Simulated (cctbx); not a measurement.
# What is wrong with this refinement?

Cell a = 11.8750 Å, b = 11.8750 Å, c = 11.8750 Å, α = 90.00°, β = 90.00°, γ = 90.00°; space group I-43m (no. 217).

The data are simulated with cctbx, not measured: Mo Kα, λ = 0.71073 Å, to d = 0.6 Å, 95 % of the full sphere, strongest reflection 20000 counts, noise from counting, a 4 % proportional error and a noise floor of 2 counts (s.d.); no absorption.

An anisotropic refinement with weights 1/σ² prints:

```text
Rint 0.051, 787 unique reflections to 0.60 A
cycle     R1     wR2    GooF  max shift (A)
   1  0.2414  0.5365  23.831   0.04344
   3  0.2191  0.4801  21.322   0.00001
final R1 0.2191 wR2 0.4801 GooF 21.322  parameters 13  data/parameter 60.5
atom        x        y        z      Ueq    occ   su(xyz)  su(Uiso or U11)
Sr1    0.18757  0.53988  0.18757   0.0106  1.000  0.00030  0.0009
Sr2    0.39383  0.60617  0.39383   0.0112  1.000  0.00030  0.0011
Fe1    0.00000  0.00000  0.36109   0.0169  1.000  0.00083  0.0022
difference map: max 76.60 min -16.56 rms 2.89
Q1    0.1734  0.1734  0.8266    8   77.20  3.41 A from Sr1
Q2    0.0397  0.3123  0.3123   24   33.85  0.00 A from Sr1
Q3    0.0000  0.0000  0.3499   12   30.44  0.13 A from Fe1
Q4    0.1031  0.1031  0.1031    8   25.64  0.06 A from Sr2
Q5    0.1350  0.1350  0.8650    8   11.38  2.91 A from Sr2
Q6    0.0517  0.0517  0.0517    8    8.95  1.12 A from Sr2
```

**Question.** Can this result stand? If not, what is the likely fault?

Mend it. The fault: an atom left out, Fe at (0.1719, 0.8281, 0.1719). Against the right model at the same level, R1 goes from 0.0094 to 0.2191 and GooF from 0.98 to 21.32, U of Sr1 shrinks from 0.0175 to 0.0106 Å², U of Sr2 shrinks from 0.0173 to 0.0112 Å², U of Fe1 shrinks from 0.0246 to 0.0169 Å² and the top difference peak, 77.2 e/Å³, lies 3.41 Å from Sr1. Q1 is the missing atom. With scattering power missing, scale and phases suffer, so peaks may also grow on the heavy atoms.

The compound is Sr8Fe5. The right model at the same level gives:

```text
Rint 0.051, 787 unique reflections to 0.60 A
cycle     R1     wR2    GooF  max shift (A)
   1  0.0095  0.0221   0.983   0.00013
   2  0.0094  0.0219   0.976   0.00000
final R1 0.0094 wR2 0.0219 GooF 0.976  parameters 16  data/parameter 49.2
atom        x        y        z      Ueq    occ   su(xyz)  su(Uiso or U11)
Sr1    0.18819  0.53928  0.18819   0.0175  1.000  0.00001  0.0000
Sr2    0.39393  0.60607  0.39393   0.0173  1.000  0.00001  0.0000
Fe1    0.00000  0.00000  0.35749   0.0246  1.000  0.00004  0.0001
Fe2    0.17190  0.82810  0.17190   0.0176  1.000  0.00002  0.0001
Flack x: -0.011(8)
Hooft y: -0.003(7)  Bijvoet pairs: 350
difference map: max 0.34 min -0.26 rms 0.06
Q1    0.0721  0.0721  0.0721    8    0.35  0.70 A from Sr2
Q2    0.0000  0.0000  0.0000    2    0.29  2.18 A from Sr2
Q3    0.2324  0.2324  0.7676    8    0.27  1.25 A from Fe2
Q4    0.0651  0.0651  0.4139   24    0.26  1.28 A from Fe1
Q5    0.0493  0.0493  0.2452   24    0.26  1.57 A from Fe1
Q6    0.0552  0.0552  0.9448    8    0.26  2.10 A from Sr2
```

This is a model crystal, built by substitution and not relaxed, with assumed displacement parameters.

[Middle refinement cycles are left out of these outputs.]

[Logs are printed without paths, hosts, clocks, repeated set-up lines and the standing remarks that a program may print on its own settings, such as how far it seeks lower states.]
